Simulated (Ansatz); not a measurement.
## A hypothetical structure for Na4ScBe

This structure for Na4ScBe is made up. Its elements were placed in a known structure type with a cell scaled to their sizes. What cell does the guess relax to, and how far off was it?

Main program and level: Ansatz 0.2.0; DFT, PBE, plane-wave PAW, files of the set soft_1, scalar-relativistic, no spin, cell and ions relaxed at zero pressure; PAW set soft_1.

### Step 1. The starting structure

Symmetry: P-6m2, No. 187, hexagonal system. Conventional cell: a = 6.319 Å, b = 6.319 Å, c = 4.663 Å, α = 90.00°, β = 90.00°, γ = 120.00°. Nearest to Sc lie 3 Be at 3.65 Å and 15 Na at 3.65 to 3.93 Å. Nearest to Na lie 2 Be at 2.90 Å and 6 Na at 2.98 to 3.34 Å and 4 Sc at 3.93 Å. Nearest to Na lie 6 Na at 3.02 Å and 3 Be at 3.65 Å and 3 Sc at 3.65 Å. Nearest to Be lie 6 Na at 2.90 Å. Farther neighbours are not listed.

### Step 2. Relaxation of the guess

The guess takes its coordinates from another compound and its volume from a rule, so the cell and any free coordinates are relaxed together.

Input file input.yaml:

```yaml
crystal:
  lattice:
    - [6.319, 0.0, 0.0]
    - [-3.1595, 5.472414527, 0.0]
    - [0.0, 0.0, 4.663]
  atoms:
    - { symbol: Sc, position: [0.0, 0.0, 0.0] }
    - { symbol: Na, position: [0.49065, 0.9813, 0.5] }
    - { symbol: Na, position: [0.49065, 0.50935, 0.5] }
    - { symbol: Na, position: [0.0187, 0.50935, 0.5] }
    - { symbol: Na, position: [0.666666667, 0.333333333, 0.0] }
    - { symbol: Be, position: [0.333333333, 0.666666667, 0.0] }
kpoints:
  mp_grid: { grid: [5, 5, 6] }
scf:
  occupations: { method: fermi_dirac, width: 0.05 }
hamiltonian:
  xc: pbe
  pseudopotentials: { kind: paw, azcp: { folder: soft_1 } }
relax:
  f_tol: 0.015
  max_steps: 70
  cell: {}
output:
  forces: true
  stress: true
```

Started as:

```bash
$ ansatz run input.yaml --threads 4 --pin off --max-ram 10240MiB --backend cpu --events-out ev --progress --plain --runs-dir out
```

Numbers of over 12 decimals in the logs are rounded to 6 here.

The program printed:

```text
Engine: ansatz 0.2.0, aarch64-unknown-linux-gnu
Pseudopotentials: kind: paw
Pseudopotential: Sc, paw, valence charge 11, recommended cutoff 420 eV (normal), soft_1/Sc.paw.azcp
Pseudopotential: Na, paw, valence charge 9, recommended cutoff 420 eV (normal), soft_1/Na.paw.azcp
Pseudopotential: Be, paw, valence charge 2, recommended cutoff 420 eV (normal), soft_1/Be.paw.azcp
Functional definition: PBE
  parameter kappa = 0.804
  parameter beta = 0.066725
  exchange = pbe_x(kappa = kappa, mu = beta*pi^2/3)
  correlation = pbe_c(beta = beta)
Crystal: 6 atoms, lattice volume = 161.247 Å³
Basis set: ecut = 420 eV, 3159 PW (Γ), exchange–correlation on 90×90×64 points (8 copies of the dense FFT grid, shifted against one another)
Bands: 31, of which v1, the nominal top of the filled ones, is band 25 counted from 1 (24 counted from 0)
Symmetry: 12 space group operations
Space group: P-6m2 (ITA 187), of the structure as read, at distance tolerance 5.4e-5 Å
k-points: 20 of 150 (time reversal used)
Non-local potential: Sc, projectors of the file, l = 0: 3, l = 1: 2, l = 2: 3, l = 3: 1
Non-local potential: Na, projectors of the file, l = 0: 3, l = 1: 2, l = 2: 1
Non-local potential: Be, projectors of the file, l = 0: 2, l = 1: 2, l = 2: 1
PAW form: soft (Blöchl's): semilocal exchange-correlation on the pseudo side does not see the compensation charge
PAW one-centre angular grid: Sc, 590 points (default); XC on 64 Gauss nodes
PAW one-centre angular grid: Na, 110 points (default); XC on 64 Gauss nodes
PAW one-centre angular grid: Be, 110 points (default); XC on 64 Gauss nodes
Initial density: superposition of atomic densities (chi_scale 0.1, normalization cell, long waves kept (reshape's long-wave potential 0.00 eV rms))
Initial wavefunctions: pseudopotential atomic-orbital guess
Functional: x = pbe(κ = 0.804, μ = 0.219515), c = pbe(β = 0.066725)
SCF iter   1: F=—  HF=-8171.772967 eV  |F-HF|=—  |Δ(HF+E_count)|=         —  Δρ=3.81e-2  dr2=8.49e0  ethr=3.10e-3  ⟨swp⟩=5.8  Hψ=2358  notcnv=0
preconditioner: auto → Kerker (q_TF=auto, 2.237 Å⁻¹)  [metal: Δε(μ)=0.117 eV  Ē_g=3.353 eV  σ=0.050 eV  W_gap=0.46  n_scr=26 (ndim 8)  ℏωp=8.8 eV  f_vac=0.000  D(μ)=2.38/eV (n_scr^D=8)]
SCF iter   2: F=—  HF=-8170.379579 eV  |F-HF|=—  |Δ(HF+E_count)|=    1.39e0  Δρ=8.96e-3  dr2=3.80e-1  ethr=3.10e-3  ⟨swp⟩=3.1  Hψ=1429  notcnv=0
SCF iter   3: F=—  HF=-8170.355163 eV  |F-HF|=—  |Δ(HF+E_count)|=   2.44e-2  Δρ=7.46e-3  dr2=8.17e-2  ethr=7.76e-4  ⟨swp⟩=2.1  Hψ=786  notcnv=0
SCF iter   4: F=—  HF=-8170.367980 eV  |F-HF|=—  |Δ(HF+E_count)|=   1.28e-2  Δρ=5.79e-3  dr2=1.88e-1  ethr=1.67e-4  ⟨swp⟩=2.9  Hψ=1197  notcnv=0
SCF iter   5: F=—  HF=-8170.355665 eV  |F-HF|=—  |Δ(HF+E_count)|=   1.23e-2  Δρ=3.09e-3  dr2=5.63e-2  ethr=1.67e-4  ⟨swp⟩=2.0  Hψ=752  notcnv=0
SCF iter   6: F=—  HF=-8170.350563 eV  |F-HF|=—  |Δ(HF+E_count)|=   5.10e-3  Δρ=4.74e-4  dr2=1.25e-3  ethr=1.15e-4  ⟨swp⟩=2.0  Hψ=755  notcnv=0
SCF iter   7: F=—  HF=-8170.350453 eV  |F-HF|=—  |Δ(HF+E_count)|=   1.10e-4  Δρ=1.18e-4  dr2=4.18e-5  ethr=2.55e-6  ⟨swp⟩=2.0  Hψ=685  notcnv=0
SCF iter   8: F=—  HF=-8170.350461 eV  |F-HF|=—  |Δ(HF+E_count)|=   8.07e-6  Δρ=6.37e-5  dr2=1.50e-5  ethr=8.54e-8  ⟨swp⟩=1.4  Hψ=634  notcnv=0
SCF iter   9: F=—  HF=-8170.350460 eV  |F-HF|=—  |Δ(HF+E_count)|=   1.47e-6  Δρ=9.91e-6  dr2=2.98e-7  ethr=3.07e-8  ⟨swp⟩=1.9  Hψ=667  notcnv=0
SCF iter  10: F=-8170.350459 eV  HF=-8170.350459 eV  |F-HF|=5.31e-9  |Δ(HF+E_count)|=   4.10e-8  Δρ=1.73e-6  dr2=8.77e-9  ethr=2.04e-10  ⟨swp⟩=4.0  Hψ=2197  notcnv=0
SCF 1 converged in 10 iterations: F = -8170.350459 eV  dr2 = 8.77e-9
  greatest PAW one-centre occupation: 0.999 electrons in one spin orbital (limit 2), on the Na atom at site 3 (counted from 0), in its partial waves of l = 0
relax step   1: F+E_penalty+E_count = -8170.35045946 eV  Δ(F+E_penalty+E_count) = +0.000e0 eV  max|allowed force component| = 1.109e-2 eV/Å  Δτ_max = 0.0000 Å  P = -0.021 GPa  Ω = 161.247 Å³  (10 SCF iters, dr2 threshold 1.00e-7 eV, accepted)
Crystal: 6 atoms, lattice volume = 160.817 Å³
Basis set: ecut = 420 eV, 3119 PW (Γ), exchange–correlation on 90×90×64 points (8 copies of the dense FFT grid, shifted against one another)
Initial density: handed on by an earlier stage of this run
Initial wavefunctions: those handed on with the density
iter 1 solved again at ethr=7.39e-6 eV; its pass at ethr=3.10e-3 eV (dr2=3.62e-3 eV) is discarded
SCF iter   1: F=—  HF=-8170.482201 eV  |F-HF|=—  |Δ(HF+E_count)|=         —  Δρ=1.12e-3  dr2=3.61e-3  ethr=7.39e-6  ⟨swp⟩=2.1  Hψ=3358  notcnv=0
preconditioner: auto → Kerker (q_TF=auto, 2.238 Å⁻¹)  [metal: Δε(μ)=0.051 eV  Ē_g=2.531 eV  σ=0.050 eV  W_gap=0.25  n_scr=26 (ndim 8)  ℏωp=8.8 eV  f_vac=0.000  D(μ)=5.72/eV (n_scr^D=44)]
SCF iter   2: F=—  HF=-8170.482070 eV  |F-HF|=—  |Δ(HF+E_count)|=   1.31e-4  Δρ=6.65e-4  dr2=1.38e-3  ethr=7.36e-6  ⟨swp⟩=1.0  Hψ=620  notcnv=0
SCF iter   3: F=—  HF=-8170.482037 eV  |F-HF|=—  |Δ(HF+E_count)|=   3.29e-5  Δρ=1.67e-4  dr2=1.17e-4  ethr=2.82e-6  ⟨swp⟩=2.0  Hψ=678  notcnv=0
SCF iter   4: F=—  HF=-8170.482209 eV  |F-HF|=—  |Δ(HF+E_count)|=   1.72e-4  Δρ=7.00e-5  dr2=8.00e-6  ethr=2.38e-7  ⟨swp⟩=2.0  Hψ=696  notcnv=0
SCF iter   5: F=—  HF=-8170.482208 eV  |F-HF|=—  |Δ(HF+E_count)|=   1.27e-6  Δρ=2.88e-5  dr2=1.39e-6  ethr=1.63e-8  ⟨swp⟩=2.0  Hψ=1070  notcnv=0
SCF iter   6: F=-8170.482207 eV  HF=-8170.482208 eV  |F-HF|=4.54e-8  |Δ(HF+E_count)|=   3.26e-7  Δρ=6.27e-6  dr2=1.25e-7  ethr=1.22e-9  ⟨swp⟩=4.0  Hψ=1793  notcnv=0
SCF 2 converged in 6 iterations: F = -8170.482207 eV  dr2 = 1.25e-7
  greatest PAW one-centre occupation: 0.999 electrons in one spin orbital (limit 2), on the Na atom at site 2 (counted from 0), in its partial waves of l = 0
relax step   2: F+E_penalty+E_count = -8170.48220747 eV  Δ(F+E_penalty+E_count) = -1.317e-1 eV  max|allowed force component| = 4.447e-2 eV/Å  Δτ_max = 0.0138 Å  P = -0.222 GPa  Ω = 160.817 Å³  energy of the carried Pulay correction = +1.463e-5 eV  (6 SCF iters, dr2 threshold 6.00e-7 eV, accepted)
Crystal: 6 atoms, lattice volume = 156.217 Å³
Basis set: ecut = 420 eV, 3053 PW (Γ), exchange–correlation on 90×90×64 points (8 copies of the dense FFT grid, shifted against one another)
iter 1 solved again at ethr=7.07e-5 eV; its pass at ethr=3.10e-3 eV (dr2=3.46e-2 eV) is discarded
SCF iter   1: F=—  HF=-8170.611041 eV  |F-HF|=—  |Δ(HF+E_count)|=         —  Δρ=2.51e-3  dr2=3.46e-2  ethr=7.07e-5  ⟨swp⟩=2.0  Hψ=2920  notcnv=0
[...]
SCF 3 converged in 6 iterations: F = -8170.606193 eV  dr2 = 2.69e-7
relax step   3: F+E_penalty+E_count = -8170.60619345 eV  Δ(F+E_penalty+E_count) = -1.240e-1 eV  max|allowed force component| = 2.280e-1 eV/Å  Δτ_max = 0.0310 Å  P = +0.045 GPa  Ω = 156.217 Å³  energy of the carried Pulay correction = +1.649e-4 eV  (6 SCF iters, dr2 threshold 6.00e-7 eV, accepted)
[... from here on, the SCF cycles and remarks between the steps are left out ...]
relax step   4: F+E_penalty+E_count = -8170.54808040 eV  Δ(F+E_penalty+E_count) = +5.811e-2 eV  max|allowed force component| = 6.957e-1 eV/Å  Δτ_max = 0.1569 Å  P = +0.640 GPa  Ω = 150.320 Å³  energy of the carried Pulay correction = +3.638e-4 eV  (7 SCF iters, dr2 threshold 6.00e-7 eV, rejected (line search))
relax step   5: F+E_penalty+E_count = -8170.64612875 eV  Δ(F+E_penalty+E_count) = -3.994e-2 eV  max|allowed force component| = 4.031e-2 eV/Å  Δτ_max = 0.0376 Å  P = +0.040 GPa  Ω = 155.217 Å³  energy of the carried Pulay correction = +1.985e-4 eV  (10 SCF iters, accepted)
relax step   6: F+E_penalty+E_count = -8170.65565052 eV  Δ(F+E_penalty+E_count) = -9.522e-3 eV  max|allowed force component| = 4.594e-3 eV/Å  Δτ_max = 0.0108 Å  P = +0.106 GPa  Ω = 154.032 Å³  energy of the carried Pulay correction = +2.384e-4 eV  (6 SCF iters, dr2 threshold 6.00e-7 eV, accepted)
relax step   7: F+E_penalty+E_count = -8170.65595535 eV  Δ(F+E_penalty+E_count) = -3.048e-4 eV  max|allowed force component| = 4.290e-3 eV/Å  Δτ_max = 0.0017 Å  P = +0.037 GPa  Ω = 154.543 Å³  energy of the carried Pulay correction = +2.214e-4 eV  (6 SCF iters, dr2 threshold 6.57e-8 eV, accepted)
relax step   8: F+E_penalty+E_count = -8170.65599031 eV  Δ(F+E_penalty+E_count) = -3.496e-5 eV  max|allowed force component| = 2.920e-4 eV/Å  Δτ_max = 0.0006 Å  P = +0.002 GPa  Ω = 154.827 Å³  energy of the carried Pulay correction = +2.120e-4 eV  (6 SCF iters, dr2 threshold 7.35e-9 eV, accepted)
relax step   9: F+E_penalty+E_count = -8170.65707242 eV  Δ(F+E_penalty+E_count) = -1.082e-3 eV  max|allowed force component| = 2.932e-4 eV/Å  Δτ_max = 0.0000 Å  P = +0.020 GPa  Ω = 154.827 Å³  stress off target by 6.03e-2 GPa  SCF on the basis re-selected at this cell (its energy is not comparable with the rows above)  (8 SCF iters)
relax step  10: F+E_penalty+E_count = -8170.65713450 eV  Δ(F+E_penalty+E_count) = -6.207e-5 eV  max|allowed force component| = 2.705e-4 eV/Å  Δτ_max = 0.0003 Å  P = +0.001 GPa  Ω = 154.956 Å³  energy of the carried Pulay correction = -4.723e-6 eV  (6 SCF iters, dr2 threshold 9.08e-9 eV, accepted)
iter 1 solved again at ethr=7.73e-7 eV; its pass at ethr=3.10e-3 eV (dr2=3.79e-4 eV) is discarded
SCF iter   1: F=—  HF=-8170.657067 eV  |F-HF|=—  |Δ(HF+E_count)|=         —  Δρ=2.61e-5  dr2=3.23e-8  ethr=7.73e-7  ⟨swp⟩=2.5  Hψ=3611  notcnv=0
eigensolver tolerance schedule: the retry pair's looser diagonalisation over-reported the residual by 11711.86 of it (diagonalisation noise at an unbounded share of the residual, at the tolerance the schedule requests for it); recorded, not acted on — ethr = c·dr2/N_el stays at c = 1.0e-1
SCF iter   2: F=—  HF=-8170.657138 eV  |F-HF|=—  |Δ(HF+E_count)|=   7.06e-5  Δρ=1.32e-5  dr2=8.12e-9  ethr=6.60e-11  ⟨swp⟩=3.2  Hψ=1475  notcnv=0
SCF iter   3: F=—  HF=-8170.657140 eV  |F-HF|=—  |Δ(HF+E_count)|=   2.09e-6  Δρ=5.04e-6  dr2=1.28e-9  ethr=1.66e-11  ⟨swp⟩=2.0  Hψ=704  notcnv=0
iter 4 did not close the SCF: its close was put off for the readings that it lacked (scf_convergence_deferred on its scf_iter line)
SCF iter   4: F=-8170.657140 eV  HF=-8170.657140 eV  |F-HF|=3.09e-11  |Δ(HF+E_count)|=   3.59e-7  Δρ=1.63e-7  dr2=4.81e-11  ethr=2.62e-12  ⟨swp⟩=2.0  Hψ=713  notcnv=0
iter 5 did not close the SCF: its close was put off for the readings that it lacked (scf_convergence_deferred on its scf_iter line)
SCF iter   5: F=-8170.657140 eV  HF=-8170.657140 eV  |F-HF|=6.37e-12  |Δ(HF+E_count)|=  5.09e-11  Δρ=6.96e-8  dr2=1.38e-11  ethr=1.00e-12  ⟨swp⟩=1.0  Hψ=620  notcnv=0
iter 6 did not close the SCF: its close was put off for the readings that it lacked (scf_convergence_deferred on its scf_iter line)
SCF iter   6: F=-8170.657140 eV  HF=-8170.657140 eV  |F-HF|=4.55e-12  |Δ(HF+E_count)|=  2.73e-12  Δρ=2.94e-8  dr2=2.19e-12  ethr=1.00e-12  ⟨swp⟩=1.0  Hψ=620  notcnv=0
iter 7 did not close the SCF: its close was put off for the readings that it lacked (scf_convergence_deferred on its scf_iter line)
SCF iter   7: F=-8170.657140 eV  HF=-8170.657140 eV  |F-HF|=1.82e-12  |Δ(HF+E_count)|=    0.00e0  Δρ=6.29e-9  dr2=5.81e-14  ethr=1.00e-12  ⟨swp⟩=1.0  Hψ=620  notcnv=0
SCF iter   8: F=-8170.657140 eV  HF=-8170.657140 eV  |F-HF|=0.00e0  |Δ(HF+E_count)|=  1.82e-12  Δρ=2.10e-9  dr2=5.28e-15  ethr=1.00e-12  ⟨swp⟩=2.0  Hψ=1811  notcnv=0
SCF 11 converged in 8 iterations: F = -8170.657140 eV  dr2 = 5.28e-15
relax step  11: F+E_penalty+E_count = -8170.65714009 eV  Δ(F+E_penalty+E_count) = -5.594e-6 eV  max|allowed force component| = 2.720e-4 eV/Å  Δτ_max = 0.0000 Å  P = +0.001 GPa  Ω = 154.956 Å³  stress off target by 5.79e-3 GPa  SCF on the basis re-selected at this cell (its energy is not comparable with the rows above)  (8 SCF iters)
basis re-selected at this cell: Δ(F+E_penalty+E_count) = -5.594e-6 eV, ΔP = -0.000 GPa vs the last step (what re-selecting the basis moved, of the pressure what is left beyond the Pulay correction that the steps carried, after the strain that the cell walked since its last selection, with what the two solves' SCF thresholds leave and, on support functions, any second-order correction that the steps lacked; it is no m [...]
SCF converged after 8 iterations
Free energy (F): -8170.657140 eV
Harris-Foulkes:  -8170.657140 eV  (|F-HF|=0.00e0)
Internal energy: -8170.609751 eV  (E = F + TS)
E sigma→0 (E₀):  -8170.633445 eV
Entropy (-TS):   -0.047389 eV (-7.898 meV/atom)
Fermi energy:    3.790699 eV
--- Per-component energies (eV) ---
  E_band       = -1120.001780
  E_kinetic    = 672.346951
  E_local      = -7213.430156  (includes V_loc(G=0)·N_el)
  E_nonlocal   = 1263.068910
  E_hartree    = 2519.005405
  E_xc         = -248.014240
  E_vxc        = -308.254783  (∫ρ·V_xc dr)
  E_paw        = -2224.134951  (= ΣΔE_a)
  E_vpaw       = -571.743587  (= ΣTr[D̂ρ^β])
  E_aug_tail   = 0.000076  (compensation charges beyond the density's cutoff)
  E_ewald      = -2939.451746
  E_smearing   = -0.047389  (= −TS)
  E_closure    = -0.000000  (closes the sum)
  Σ components = -8170.657140   (vs F -8170.657140, Δ=0.00e0)
--- Forces (eV/Å), atoms counted from 1 ---
  atom   1  Sc     0.00000000    -0.00000000     0.00000000
  atom   2  Na    -0.00000000    -0.00027199     0.00000000
  atom   3  Na    -0.00023555     0.00013599     0.00000000
  atom   4  Na     0.00023555     0.00013599    -0.00000000
  atom   5  Na     0.00000000    -0.00000000    -0.00000000
  atom   6  Be    -0.00000000    -0.00000000     0.00000000
  max |Σ_I F_I| component: 2.57e-17 eV/Å
--- Stress (GPa, compression-positive) ---
       -0.001630       0.000000       0.000000
        0.000000      -0.001630       0.000000
        0.000000       0.000000       0.005788
  P = ⅓ Tr σ = 0.0008 GPa (0.008 kbar)
--- Relaxed structure (9 steps of the walk, 8 accepted, 2 SCFs on fresh bases) ---
  F+E_penalty+E_count = -8170.65714009 eV   max|allowed force component| = 2.720e-4 eV/Å   (the final SCF, on the basis selected at the relaxed cell)
  cell:  # Å, volume = 154.9559 Å³
    - [5.796742, 0, 0]
    - [-2.898371, 5.020126, 6.004078879040247e-18]
    - [0, 5.116026879191166e-18, 5.324878]
  atoms:
    - { symbol: Sc, position: [-4.910116500020143e-19, 2.0472539852817436e-19, 0] }
    - { symbol: Na, position: [0.493637, 0.987273, 0.5] }
    - { symbol: Na, position: [0.493637, 0.506363, 0.5] }
    - { symbol: Na, position: [0.012727, 0.506363, 0.5] }
    - { symbol: Na, position: [0.666667, 0.333333, 0] }
    - { symbol: Be, position: [0.333333, 0.666667, 0] }
```

Wall time 19 s (4 threads of Arm Neoverse V2, shared host); peak memory 0.47 GiB; 72 s of CPU time.

The steps of the relaxation:

| step | energy less that of the first step (eV) | largest force component (eV/Å) | pressure (GPa) | volume (Å³) |
| --- | --- | --- | --- | --- |
| 1 | 0.0000 | 0.0111 | -0.02 | 161.25 |
| 2 | -0.1317 | 0.0445 | -0.22 | 160.82 |
| 3 | -0.2557 | 0.2280 | 0.04 | 156.22 |
| 4 | -0.1976 | 0.6957 | 0.64 | 150.32 |
| 5 | -0.2957 | 0.0403 | 0.04 | 155.22 |
| 6 | -0.3052 | 0.0046 | 0.11 | 154.03 |
| 7 | -0.3055 | 0.0043 | 0.04 | 154.54 |
| 8 | -0.3055 | 0.0003 | 0.00 | 154.83 |
| 9* | -0.3066 | 0.0003 | 0.02 | 154.83 |
| 10 | -0.3067 | 0.0003 | 0.00 | 154.96 |
| 11* | -0.3067 | 0.0003 | 0.00 | 154.96 |

Relaxation steps marked * repeat the geometry before them on a plane-wave basis chosen anew for their cell, so energy and pressure can jump there. Relaxation step 4 was tried and not accepted.

The run keeps the 12 symmetry operations that it works with, so distortions that break them were not tested.

| cell as run | before | after | change |
| --- | --- | --- | --- |
| a (Å) | 6.319 | 5.797 | -8.3 % |
| b (Å) | 6.319 | 5.797 | -8.3 % |
| c (Å) | 4.663 | 5.325 | +14.2 % |
| volume (Å³/atom) | 26.87 | 25.83 | -3.9 % |

The atoms that moved most (Å, as changes of fractional coordinates times the final cell):

| atom | dx | dy | dz | length |
| --- | --- | --- | --- | --- |
| Na2 | 0.000 | 0.030 | 0.000 | 0.030 |
| Na4 | -0.026 | -0.015 | 0.000 | 0.030 |
| Na3 | 0.026 | -0.015 | 0.000 | 0.030 |

Final coordinates:

```
Sc Na Be
1.0
     5.79674    0.00000    0.00000
    -2.89837    5.02013    0.00000
     0.00000    0.00000    5.32488
Sc Na Be
1 4 1
Direct
  0.00000 0.00000 0.00000
  0.49364 0.98727 0.50000
  0.49364 0.50636 0.50000
  0.01273 0.50636 0.50000
  0.66667 0.33333 0.00000
  0.33333 0.66667 0.00000
```

This step gave:

```
free energy             : -8170.6571 eV
energy at zero smearing : -8170.6334 eV
smearing term TS        : 0.04739 eV
Fermi energy            : 3.791 eV
electrons               : 49
symmetry operations     : 12
pressure                : 8.43e-4 GPa
```

The shortest distance of each pair, which need not be the same contact before and after:

| pair | guess (Å) | relaxed (Å) |
| --- | --- | --- |
| Na–Na | 2.982 | 2.788 |
| Be–Na | 2.898 | 3.111 |
| Na–Sc | 3.648 | 3.347 |
| Be–Sc | 3.648 | 3.347 |
| Sc–Sc | 4.663 | 5.325 |

The relaxation ends with a largest force component of 2.7e-4 eV/Å and a pressure of 0.00 GPa.

### Step 3. Outcome

- space group, relaxed: P-6m2
- conventional cell: a = 5.797, b = 5.797, c = 5.325 Å; α = 90.0°, β = 90.0°, γ = 120.0°
- volume per atom: 25.83 Å³ (guess 26.87)

**Reading.** Na4ScBe relaxes to P-6m2 with a = 5.797, b = 5.797 and c = 5.325 Å. The guessed volume was 4 % too large. The space group P-6m2 was held in the relaxation, so the end point is a stationary structure within it and may be a saddle against distortions or other arrangements. Mesh and cutoff weren't tested. A vector of the cell changed its length by 14 %, more than the volume shows. No dispersion term is used, so weakly bound directions may come out too long. Nothing here tests whether the compound is stable against decomposition.

[Logs are printed without paths, hosts, clocks, repeated set-up lines and the standing remarks that a program may print on its own settings, such as how far it seeks lower states.]

[Hosts, paths, dates, database ids (printed as entryN), source tags and the programs' standing remarks are cut or masked in the printed files.]
